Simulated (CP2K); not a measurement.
Consider 3-nitrosothiophene at its PBE geometry (Å).

```xyz
10

O     2.5033   -1.1528   -0.0361
N     2.0687   -0.0189   -0.2987
C     0.6655    0.1262   -0.1326
C    -0.2878   -0.8495    0.3070
C    -1.5547   -0.3370    0.3330
S    -1.5913    1.3224   -0.1731
C     0.0886    1.3561   -0.4261
H    -0.0158   -1.8646    0.5829
H    -2.4808   -0.8270    0.6203
H     0.6043    2.2451   -0.7765
```

Method: CP2K XAS_TDP, all-electron GAPW, PBEh(45%), aug-cc-pVDZ, TDA, GW2X-corrected core level, no relativity.

Question: Where do the C K-edge lines lie, and how strong are they?

Leading lines: C3 288.49 eV, C4 286.98 eV, C5 287.18 eV and C7 286.10 eV. The leading line of an atom is its first one with 35 % of the strongest within 2.5 eV of its lowest line over the strength cut. Core ionisation energies at this level: C4 292.55, C5 292.77, C3 292.71 and C7 292.86 eV.

The first six lines of each atom with a strength over 0.0015:

```tsv
atom	energy (eV)	states	strength, one atom	above the computed threshold
C3 (bonded to 2 C and N)	286.86	1	0.0097	
	288.49	1	0.0310	
	290.25	1	0.0211	
	291.00	1	0.0060	
	291.67	1	0.0086	
	292.19	1	0.0035	
C4 (bonded to 2 C and H)	286.98	1	0.0429	
	288.27	1	0.0036	
	290.68	1	0.0080	
	290.82	1	0.0040	
	291.11	1	0.0099	
	291.46	1	0.0053	
C5 (bonded to C, S and H)	287.18	1	0.0503	
	289.57	1	0.0350	
	290.58	1	0.0147	
	291.41	1	0.0030	
	291.71	1	0.0026	
	292.25	1	0.0026	
C7 (bonded to C, S and H)	286.10	1	0.0493	
	289.61	1	0.0032	
	289.86	1	0.0305	
	290.83	1	0.0149	
	291.51	1	0.0036	
	291.74	1	0.0046
```

Lines are vertical, at one geometry, with no vibrational structure. GW2X ionisation energies and lines can be off by 1 to 2 eV either way, and a good line position may hide errors that cancel. These values hold no scalar relativity, about 0.1 eV for C 1s. Rydberg lines, and the discretised continuum above threshold, depend on the basis and the box.

[Banner, clock and machine lines of the logs are left out without a mark of their own.]

[Logs are printed without paths, hosts, clocks, repeated set-up lines and the standing remarks that a program may print on its own settings, such as how far it seeks lower states.]

[Hosts, paths, dates, database ids (printed as entryN), source tags and the programs' standing remarks are cut or masked in the printed files.]
